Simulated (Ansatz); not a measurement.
# Tunnelling from Al(110) to Al(110): the current at the widest gap

Three vacuum gaps between Al(110) and Al(110) are known. What current density flows at 0.25 V across 6.5 Å?

Set-up. Ansatz 0.2.0, plane waves with PAW datasets, LDA; a slab with two metal leads whose outer parts are reservoirs, with density and current solved under bias (Landauer, 300 K). The gap is counted from plane to plane of nuclei, and atoms stay on ideal sites.

The runs, with one result withheld:

| gap (Å) | drop between the leads' cuts at 0.25 V (V) | current density at 0.25 V (A/m²) |
| --- | --- | --- |
| 3.5 | 0.175 | 1.19×10¹⁴ |
| 4.5 | 0.222 | 4.21×10¹³ |
| 5.5 | 0.244 | 8.55×10¹² |
| 6.5 | 0.248 | ? |

**Fit on the rows shown.**

Tunnelling falls as exp(−βd). From 3.5 to 4.5 Å, β = ln(1.19×10¹⁴/4.21×10¹³)/1 = 1.04 Å⁻¹, and from 4.5 to 5.5 Å it is 1.59 Å⁻¹; the slope still steepens as the gap leaves contact, so the wider pair is taken. Then 8.55×10¹² × exp(−1.59 × 1). Predicted: 1.74×10¹² A/m².

Check against the run:

1.31×10¹² A/m², so the prediction is 33 % too high. The last step has β = 1.88 Å⁻¹, an apparent barrier ħ²β²/8m of 3.4 eV: the decay of this current is still steepening. The conductances at 0 V give β = 1.45 and 1.47 Å⁻¹ for the last two steps; at 6.5 Å that conductance times the bias is 2.0 times the current, an excess of like faces at zero bias that the bias removes, so it is the poorer guide to the barrier.

Caveats: On every other k-point the currents of these runs, at any bias, move by up to 16 %. A semilocal functional lacks the image potential's tail.
